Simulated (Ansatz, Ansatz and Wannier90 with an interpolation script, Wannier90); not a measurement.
Rows from a G0W0 calculation on BN (Qingsongite) (Ansatz 0.2.0; G0W0 on LDA, plane waves, PAW; 10×10×10 mesh, 54 empty bands, screening to 160 eV), in eV. Spin-orbit coupling is left out.

| row | k | band | start | Σx | Σc at the solution | Vxc |
| --- | --- | --- | --- | --- | --- | --- |
| A | (0.000, -0.500, -0.500) | c1 | 15.283 | -8.131 | -4.594 | -13.680 |
| B | (0.000, -0.500, -0.500) | v1 | 5.999 | -22.203 | 3.788 | -17.305 |
| C | Γ | c1 | 19.619 | -8.003 | -5.510 | -15.084 |
| D | (0.000, -0.500, -0.500) | v3 | 2.041 | -23.234 | 5.226 | -16.524 |
| E | Γ | v1 | 10.922 | -22.808 | 2.632 | -19.475 |

Q: Work out each quasiparticle level and how far it moved.

The quasiparticle equation reads E = start + Σx + Σc(E) − Vxc.

| row | E (eV) | shift (eV) |
| --- | --- | --- |
| A | 16.238 | +0.954 |
| B | 4.889 | −1.109 |
| C | 21.190 | +1.571 |
| D | 0.557 | −1.484 |
| E | 10.222 | −0.701 |

Limits: not at the basis limit.

[Runs of the session that timed out or met a known fault of the program may be left out.]

[Hosts, paths, dates, database ids (printed as entryN), source tags and the programs' standing remarks are cut or masked in the printed files.]
